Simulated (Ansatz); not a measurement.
**SiPb (model cell, started as NiAs type): phonons and vibrational spectra**

Aim: the vibrations of SiPb (model cell, started as NiAs type), their spectra, and whether the structure is stable.

Main program and level: Ansatz 0.2.0; DFT PBEsol, scalar-relativistic, plane waves, PAW.

The structure was built from a prototype and need not be the compound's stable phase.

## 1. The starting structure

It takes space group P6_3/mmc (No. 194, hexagonal). Conventional cell: a = 3.738 Å, b = 3.738 Å, c = 5.981 Å, α = 90.00°, β = 90.00°, γ = 120.00°. Pb has 6 Si at 2.63 Å nearest. Nearest to Si lie 6 Pb at 2.63 Å. Farther neighbours are not listed.

## 2. Rough relaxation

A rough relaxation comes first, because large forces or stress need no tight tolerances yet.

input.yaml

```yaml
crystal:
  lattice:
    - [3.73812, 0.0, 0.0]
    - [-1.86906, 3.23731, 0.0]
    - [0.0, 0.0, 5.98099]
  atoms:
    - { symbol: Pb, position: [0.0, 0.0, 0.0] }
    - { symbol: Pb, position: [0.0, 0.0, 0.5] }
    - { symbol: Si, position: [0.333333, 0.666667, 0.25] }
    - { symbol: Si, position: [0.666667, 0.333333, 0.75] }
kpoints:
  mp_grid: { grid: [6, 6, 4] }
hamiltonian:
  xc: pbesol
scf:
  occupations: { method: gaussian, width: 0.1 }
output:
  forces: true
  stress: true
  eigenvalues: true
relax:
  adjacent_minimum: "off"
  f_tol: 0.05
  max_steps: 80
  cell: { stress_tol: 0.5 }
```

Run with:

```
$ ansatz run input.yaml --threads 4 --pin off --max-ram 7168MiB --backend cpu --events-out ev --progress --plain --runs-dir out
```

Numbers of over 12 decimals in the logs are rounded to 6 here.

Output:

```text
[...]
F+E_penalty+E_count = -24750.72179154 eV   max|allowed force component| = 1.457e-16 eV/Å   (the final SCF, on the basis selected at the relaxed cell)
  cell:  # Å, volume = 98.0675 Å³
    - [4.005299, 0, 0.0]
    - [-2.002649, 3.468691, 0.0]
    - [0, 0.0, 7.058695]
  atoms:
    - { symbol: Pb, position: [0, 0, 0] }
    - { symbol: Pb, position: [0, 0, 0.5] }
    - { symbol: Si, position: [0.333333, 0.666667, 0.25] }
    - { symbol: Si, position: [0.666667, 0.333333, 0.750000] }
[key lines of the parts left out:]
SCF converged after 7 iterations
Free energy (F): -24750.721792 eV
Fermi energy:    9.300881 eV
P = ⅓ Tr σ = 0.0393 GPa (0.393 kbar)
```

The job ended after 7.9 s (4 threads of Arm Neoverse V1, shared host; peak memory 0.41 GiB; 26 s of CPU time).

The steps of the relaxation:

```tsv
step	energy less that of the first step (eV)	largest force component (eV/Å)	pressure (GPa)	volume (Å³)
1	0.0000	0.0000	39.89	72.38
2	-1.5306	0.0000	21.22	79.97
3	-2.3050	0.0000	9.49	87.48
4	-2.5962	0.0000	2.50	94.40
5	-2.6298	0.0000	0.51	96.86
6	-2.6309	0.0000	-0.09	97.80
7*	-2.6512	0.0000	0.23	97.80
8	-2.6523	0.0000	0.04	98.07
9*	-2.6523	0.0000	0.04	98.07
```

Relaxation steps marked * repeat the geometry before them on a plane-wave basis chosen anew for their cell, so energy and pressure can jump there.

Forces are held to the 24 operations that the run works with; a distortion that breaks them can't arise in this run.

```tsv
cell as run	before	after	change
a (Å)	3.738	4.005	+7.1 %
b (Å)	3.738	4.005	+7.1 %
c (Å)	5.981	7.059	+18.0 %
volume (Å³/atom)	18.09	24.52	+35.5 %
```

Final coordinates:

```xyz
4
Lattice="4.0053 0.0000 0.0000 -2.0026 3.4687 0.0000 0.0000 0.0000 7.0587" Properties=species:S:1:pos:R:3 pbc="T T T"
Pb    0.0000    0.0000    0.0000
Pb    0.0000    0.0000    3.5293
Si    0.0000    2.3125    1.7647
Si    2.0026    1.1562    5.2940
```

Numbers from this step:

* pressure: 0.03931 GPa
* volume per atom: 24.52 Å³
* gap on the k-mesh: 0 eV

In this step the volume went from 18.09 to 24.52 Å³/atom.

## 3. Relaxation

Harmonic phonons are second derivatives at a point where the forces vanish, and they are wanted at zero stress, so atoms and cell are relaxed first.

input.yaml

```yaml
crystal:
  lattice:
    - [4.0052989299, 0.0, 0.0]
    - [-2.002649465, 3.468690623, 0.0]
    - [0.0, 0.0, 7.0586952731]
  atoms:
    - { symbol: Pb, position: [0.0, 0.0, 0.0] }
    - { symbol: Pb, position: [0.0, 0.0, 0.5] }
    - { symbol: Si, position: [0.3333333333, 0.6666666667, 0.25] }
    - { symbol: Si, position: [0.6666666667, 0.3333333333, 0.75] }
kpoints:
  mp_grid: { grid: [12, 12, 6] }
hamiltonian:
  xc: pbesol
scf:
  occupations: { method: gaussian, width: 0.1 }
output:
  forces: true
  stress: true
  eigenvalues: true
  write_density: true
  write_potential: true
  elf: true
  volumetric_format: npy
relax:
  adjacent_minimum: "off"
  f_tol: 0.005
  max_steps: 80
  cell: { stress_tol: 0.05 }
```

Output:

```text
[...]
Crystal: 4 atoms, lattice volume = 98.067 Å³
Basis set: ecut = 420 eV, 1943 PW (Γ), exchange–correlation on 54×54×96 points (8 copies of the dense FFT grid, shifted against one another)
Bands: 22, of which v1, the nominal top of the filled ones, is band 18 counted from 1 (17 counted from 0)
Symmetry: 24 space group operations
[...]
k-points: 76 of 864
[...]
SCF iter   1: F=—  HF=-24750.707621 eV  |F-HF|=—  |Δ(HF+E_count)|=         —  Δρ=3.04e-3  dr2=1.40e-2  ethr=1.77e-3  ⟨swp⟩=6.2  Hψ=8573  notcnv=0
[...]
SCF iter   7: F=-24750.701567 eV  HF=-24750.701567 eV  |F-HF|=2.00e-9  |Δ(HF+E_count)|=   1.19e-7  Δρ=1.57e-6  dr2=3.80e-9  ethr=2.78e-10  ⟨swp⟩=10.8  Hψ=13468  notcnv=0
SCF 1 converged in 7 iterations: F = -24750.701567 eV  dr2 = 3.80e-9
[...]
relax step   1: F+E_penalty+E_count = -24750.70156695 eV  Δ(F+E_penalty+E_count) = +0.000e0 eV  max|allowed force component| = 5.089e-17 eV/Å  Δτ_max = 0.0000 Å  P = +0.093 GPa  Ω = 98.067 Å³  (7 SCF iters, dr2 threshold 1.00e-7 eV, accepted)
Crystal: 4 atoms, lattice volume = 97.854 Å³
Basis set: ecut = 420 eV, 1921 PW (Γ), exchange–correlation on 54×54×96 points (8 copies of the dense FFT grid, shifted against one another)
[...]
SCF iter   5: F=-24750.724409 eV  HF=-24750.724409 eV  |F-HF|=2.87e-8  |Δ(HF+E_count)|=   2.84e-7  Δρ=1.01e-5  dr2=8.14e-8  ethr=1.11e-9  ⟨swp⟩=9.1  Hψ=14164  notcnv=0
SCF 2 converged in 5 iterations: F = -24750.724409 eV  dr2 = 8.14e-8
[...]
relax step   2: F+E_penalty+E_count = -24750.72440856 eV  Δ(F+E_penalty+E_count) = -2.284e-2 eV  max|allowed force component| = 4.626e-17 eV/Å  Δτ_max = 0.0000 Å  P = -0.167 GPa  Ω = 97.854 Å³  energy of the carried Pulay correction = +3.841e-5 eV  (5 SCF iters, dr2 threshold 4.00e-7 eV, accepted)
Crystal: 4 atoms, lattice volume = 96.092 Å³
Basis set: ecut = 420 eV, 1849 PW (Γ), exchange–correlation on 54×54×96 points (8 copies of the dense FFT grid, shifted against one another)
[...]
SCF iter   5: F=-24750.730871 eV  HF=-24750.730871 eV  |F-HF|=3.63e-9  |Δ(HF+E_count)|=   6.29e-8  Δρ=8.26e-6  dr2=6.87e-8  ethr=1.11e-9  ⟨swp⟩=12.1  Hψ=14502  notcnv=0
SCF 3 converged in 5 iterations: F = -24750.730871 eV  dr2 = 6.87e-8
  Residual-converged pass: ⟨swp⟩=1.1  Hψ=1984  notcnv=0  max |occ|·‖R‖ = 7.1e-9 eV (tolerance 1.0e-8 eV)  dr2=6.87e-8  dr2_onsite=7.16e-9  max |Δocc| = 2.7e-10
relax step   3: F+E_penalty+E_count = -24750.73087135 eV  Δ(F+E_penalty+E_count) = -6.463e-3 eV  max|allowed force component| = 8.327e-17 eV/Å  Δτ_max = 0.0000 Å  P = +0.504 GPa  Ω = 96.092 Å³  energy of the carried Pulay correction = +2.837e-4 eV  (5 SCF iters, dr2 threshold 4.00e-7 eV, accepted)
[...]
relax step   4: F+E_penalty+E_count = -24750.73370608 eV  Δ(F+E_penalty+E_count) = -2.835e-3 eV  max|allowed force component| = 8.789e-17 eV/Å  Δτ_max = 0.0000 Å  P = -0.052 GPa  Ω = 97.258 Å³  energy of the carried Pulay correction = +1.250e-4 eV  (4 SCF iters, dr2 threshold 4.00e-7 eV, accepted)
[...]
relax step   5: F+E_penalty+E_count = -24750.73402351 eV  Δ(F+E_penalty+E_count) = -3.174e-4 eV  max|allowed force component| = 7.401e-17 eV/Å  Δτ_max = 0.0000 Å  P = -0.022 GPa  Ω = 97.128 Å³  energy of the carried Pulay correction = +1.437e-4 eV  (5 SCF iters, dr2 threshold 3.79e-8 eV, accepted)
Basis set: ecut = 420 eV, 1897 PW (Γ), exchange–correlation on 54×54×100 points (8 copies of the dense FFT grid, shifted against one another)
[...]
SCF iter   4: F=-24750.734121 eV  HF=-24750.734121 eV  |F-HF|=7.28e-12  |Δ(HF+E_count)|=  1.20e-10  Δρ=1.52e-7  dr2=1.22e-11  ethr=1.00e-12  ⟨swp⟩=8.3  Hψ=10441  notcnv=0
SCF 6 converged in 4 iterations: F = -24750.734121 eV  dr2 = 1.22e-11
relax step   6: F+E_penalty+E_count = -24750.73412144 eV  Δ(F+E_penalty+E_count) = -9.792e-5 eV  max|allowed force component| = 8.327e-17 eV/Å  Δτ_max = 0.0000 Å  P = -0.022 GPa  Ω = 97.128 Å³  stress off target by 2.55e-2 GPa  SCF on the basis re-selected at this cell (its energy is not comparable with the rows above)  (4 SCF iters)
[...]
SCF converged after 4 iterations
Free energy (F): -24750.734121 eV
[...]
Internal energy: -24750.722736 eV  (E = F + TS)
E sigma→0 (E₀):  -24750.728429 eV
Entropy (-TS):   -0.011385 eV (-2.846 meV/atom)
Fermi energy:    9.367444 eV
[...]
--- Stress (GPa, compression-positive) ---
       -0.025504      -0.000000       0.000000
       -0.000000      -0.025504       0.000000
        0.000000       0.000000      -0.015765
  P = ⅓ Tr σ = -0.0223 GPa (-0.223 kbar)
--- Band table (eV; the first three rows and the last of 76) ---
  k-point 0: bands = [... 14 lower, 8.0958, 9.9367, 9.9367, 11.1504, 11.1504, 12.4584, 13.4348, 13.4348]
  k-point 1: bands = [... 14 lower, 9.2027, 10.0066, 10.0066, 11.0588, 11.0588, 12.3336, 13.3861, 13.3861]
  k-point 2: bands = [... 14 lower, 10.2051, 10.2051, 10.3639, 10.8132, 10.8132, 11.9427, 13.3322, 13.3322]
  k-point 75: bands = [... 14 lower, 5.3608, 5.3608, 8.0519, 8.0519, 9.3820, 9.3820, 10.3518, 10.3518]
--- Relaxed structure (5 steps of the walk, 5 accepted, 1 SCFs on fresh bases) ---
[...]
cell:  # Å, volume = 97.1283 Å³
    - [3.887209, 2.8016356624510652e-11, 0.0]
    - [-1.943605, 3.366422, 0.0]
    - [0.0, 0.0, 7.422311]
  atoms:
    - { symbol: Pb, position: [0, 0, 0] }
    - { symbol: Pb, position: [0, 0, 0.500000] }
    - { symbol: Si, position: [0.333333, 0.666667, 0.250000] }
    - { symbol: Si, position: [0.666667, 0.333333, 0.750000] }
```

It took 18 s on 4 threads; peak memory 0.49 GiB.

Relaxation path:

```tsv
step	energy less that of the first step (eV)	largest force component (eV/Å)	pressure (GPa)	volume (Å³)
1	0.0000	0.0000	0.09	98.07
2	-0.0228	0.0000	-0.17	97.85
3	-0.0293	0.0000	0.50	96.09
4	-0.0321	0.0000	-0.05	97.26
5	-0.0325	0.0000	-0.02	97.13
6*	-0.0326	0.0000	-0.02	97.13
```

Relaxation steps marked * repeat the geometry before them on a plane-wave basis chosen anew for their cell, so energy and pressure can jump there.

Forces are held to the 24 operations that the run works with; a distortion that breaks them can't arise in this run.

```tsv
conventional cell, symmetrised	before	after	change
a (Å)	4.005	3.887	-2.9 %
b (Å)	4.005	3.887	-2.9 %
c (Å)	7.059	7.422	+5.2 %
volume (Å³/atom)	24.52	24.28	-1.0 %
```

Final coordinates:

```cif
data_structure
_symmetry_space_group_name_H-M 'P 1'
_symmetry_Int_Tables_number 1
_cell_length_a 3.8872
_cell_length_b 3.8872
_cell_length_c 7.4223
_cell_angle_alpha 90.000
_cell_angle_beta 90.000
_cell_angle_gamma 120.000
_cell_volume 97.13
loop_
_atom_site_label
_atom_site_type_symbol
_atom_site_fract_x
_atom_site_fract_y
_atom_site_fract_z
_atom_site_occupancy
Pb1 Pb 0.00000 0.00000 0.00000 1
Pb2 Pb 0.00000 0.00000 0.50000 1
Si3 Si 0.33333 0.66667 0.25000 1
Si4 Si 0.66667 0.33333 0.75000 1
```

This step gave:

* pressure: -0.02226 GPa
* volume per atom: 24.28 Å³

Valence density in the ac plane at fractional y = 0.000, with atoms of Pb within 0.2 Å of it. It is the smooth field of the valence electrons, not physical close to the nuclei.

Values in units of 1e0 e/Å³, 24 rows by 14 columns, each cell a mean:
```
7.7 5.7 2.7 1.0 0.4 0.2 0.1 0.1 0.1 0.2 0.5 1.4 3.6 6.3
3.8 2.9 1.5 0.6 0.3 0.2 0.1 0.1 0.1 0.2 0.4 0.8 1.9 3.2
1.2 0.9 0.6 0.3 0.2 0.2 0.1 0.1 0.1 0.2 0.2 0.4 0.7 1.0
0.4 0.3 0.3 0.2 0.2 0.2 0.2 0.2 0.2 0.2 0.2 0.2 0.3 0.3
0.2 0.2 0.1 0.1 0.2 0.2 0.2 0.2 0.2 0.2 0.2 0.1 0.1 0.2
0.1 0.1 0.1 0.1 0.2 0.2 0.2 0.2 0.2 0.2 0.1 0.1 0.1 0.1
0.1 0.1 0.1 0.1 0.2 0.2 0.2 0.2 0.2 0.2 0.2 0.1 0.1 0.1
0.3 0.2 0.2 0.2 0.2 0.2 0.2 0.2 0.2 0.2 0.2 0.2 0.2 0.2
0.8 0.6 0.4 0.3 0.2 0.2 0.1 0.1 0.1 0.2 0.2 0.3 0.5 0.7
2.5 2.0 1.0 0.5 0.3 0.2 0.1 0.1 0.1 0.2 0.3 0.6 1.3 2.1
6.4 4.8 2.3 0.9 0.3 0.2 0.1 0.1 0.1 0.2 0.4 1.2 3.1 5.3
9.5 7.0 3.2 1.2 0.4 0.2 0.1 0.1 0.1 0.2 0.5 1.6 4.4 7.8
7.7 5.7 2.7 1.0 0.4 0.2 0.1 0.1 0.1 0.2 0.5 1.4 3.6 6.3
3.8 2.9 1.5 0.6 0.3 0.2 0.1 0.1 0.1 0.2 0.4 0.8 1.9 3.2
1.2 0.9 0.6 0.3 0.2 0.2 0.1 0.1 0.1 0.2 0.2 0.4 0.7 1.0
0.4 0.3 0.3 0.2 0.2 0.2 0.2 0.2 0.2 0.2 0.2 0.2 0.3 0.3
0.2 0.2 0.1 0.1 0.2 0.2 0.2 0.2 0.2 0.2 0.2 0.1 0.1 0.2
0.1 0.1 0.1 0.1 0.2 0.2 0.2 0.2 0.2 0.2 0.1 0.1 0.1 0.1
0.1 0.1 0.1 0.1 0.2 0.2 0.2 0.2 0.2 0.2 0.2 0.1 0.1 0.1
0.3 0.2 0.2 0.2 0.2 0.2 0.2 0.2 0.2 0.2 0.2 0.2 0.2 0.2
0.8 0.6 0.4 0.3 0.2 0.2 0.1 0.1 0.1 0.2 0.2 0.3 0.5 0.7
2.5 2.0 1.0 0.5 0.3 0.2 0.1 0.1 0.1 0.2 0.3 0.6 1.3 2.1
6.4 4.8 2.3 0.9 0.3 0.2 0.1 0.1 0.1 0.2 0.4 1.2 3.1 5.3
9.5 7.0 3.2 1.2 0.4 0.2 0.1 0.1 0.1 0.2 0.5 1.6 4.4 7.8
```
Columns run along a (3.9 Å), rows up along c (7.4 Å). Atoms in or near the plane, at fractional coordinates: Pb at (0.00, 0.00), Pb at (0.00, 0.50).

ELF in the ac plane at fractional y = 0.000, with atoms of Pb within 0.2 Å of it. It is the smooth field of the valence electrons, not physical close to the nuclei.

Ten even steps from '_' (0.00) to '@' (0.67), each cell a mean:
```
____--++==--::::::==++++::__
::--++++====------====++==--
++++++==++++++++++++==++++++
========++##%%%%##**++======
::----==**%%@@@@@@##++==--::
....::==**%%@@@@@@%%**--::..
::::--==**%%@@@@@@%%**==::::
========**##%%%%%%##++======
++++====++********++++==++++
====++++==============++++==
__..==++==--::::--==++++--..
____--++++--::..::==++++::__
____--++==--::::::==++++::__
::--++++====------====++==--
++++++==++++++++++++==++++++
========++##%%%%##**++======
::----==**%%@@@@@@##++==--::
....::==**%%@@@@@@%%**--::..
::::--==**%%@@@@@@%%**==::::
========**##%%%%%%##++======
++++====++********++++==++++
====++++==============++++==
__..==++==--::::--==++++--..
____--++++--::..::==++++::__
```
Columns run along a (3.9 Å), rows up along c (7.4 Å). Atoms in or near the plane, at fractional coordinates: Pb at (0.00, 0.00), Pb at (0.00, 0.50).

Electrostatic potential energy in the ac plane at fractional y = 0.000, with atoms of Pb within 0.2 Å of it. With pseudopotentials it is smooth inside the atoms' cores, unlike the true potential.

Values in eV, 24 rows by 14 columns, each cell a mean:
```
-19 -25 -32 -18   2   9  11  11  11   8  -2 -24 -31 -23
-30 -32 -25  -7   6  10  11  11  11   9   4 -12 -29 -31
-21 -17  -5   5   8  10  11  11  11  10   8   3  -9 -18
  2   4   7   9  10  10  10   9  10  10  10   8   6   3
  9  10  10  11  10   9   8   7   8   9  10  11  10   9
 11  11  11  11  10   8   7   6   7   9  10  11  11  11
 10  11  11  11  10   9   7   7   7   9  10  11  11  11
  6   7   8  10  10  10   9   9   9  10  10   9   8   7
-11  -7   1   7   9  10  10  10  10  10   9   5  -2  -8
-32 -30 -18  -1   7  10  11  11  11   9   6  -6 -24 -31
-23 -28 -31 -15   3   9  11  11  11   8   0 -21 -32 -27
-13 -21 -32 -21   1   9  11  11  11   7  -4 -27 -30 -18
-19 -25 -32 -18   2   9  11  11  11   8  -2 -24 -31 -23
-30 -32 -25  -7   6  10  11  11  11   9   4 -12 -29 -31
-21 -17  -5   5   8  10  11  11  11  10   8   3  -9 -18
  2   4   7   9  10  10  10   9  10  10  10   8   6   3
  9  10  10  11  10   9   8   7   8   9  10  10  10   9
 11  11  11  11  10   8   7   6   7   9  10  11  11  11
 10  11  11  11  10   9   7   7   8   9  10  11  11  11
  6   7   8  10  10  10   9   9   9  10  10   9   8   7
-11  -7   1   7   9  10  10  10  10  10   9   5  -2  -8
-32 -30 -18  -1   7  10  11  11  11   9   6  -6 -24 -31
-23 -28 -31 -15   3   9  11  11  11   8   0 -21 -32 -27
-13 -21 -32 -21   1   9  11  11  11   7  -4 -27 -30 -18
```
Columns run along a (3.9 Å; values clipped at the 3rd and 97th percentile), rows up along c (7.4 Å). Atoms in or near the plane, at fractional coordinates: Pb at (0.00, 0.00), Pb at (0.00, 0.50).

In this step the volume went from 24.52 to 24.28 Å³/atom.

(Continued in part 2 of 2.)

[Logs are printed without paths, hosts, clocks, repeated set-up lines and the standing remarks that a program may print on its own settings, such as how far it seeks lower states.]

[Hosts, paths, dates, database ids (printed as entryN), source tags and the programs' standing remarks are cut or masked in the printed files.]
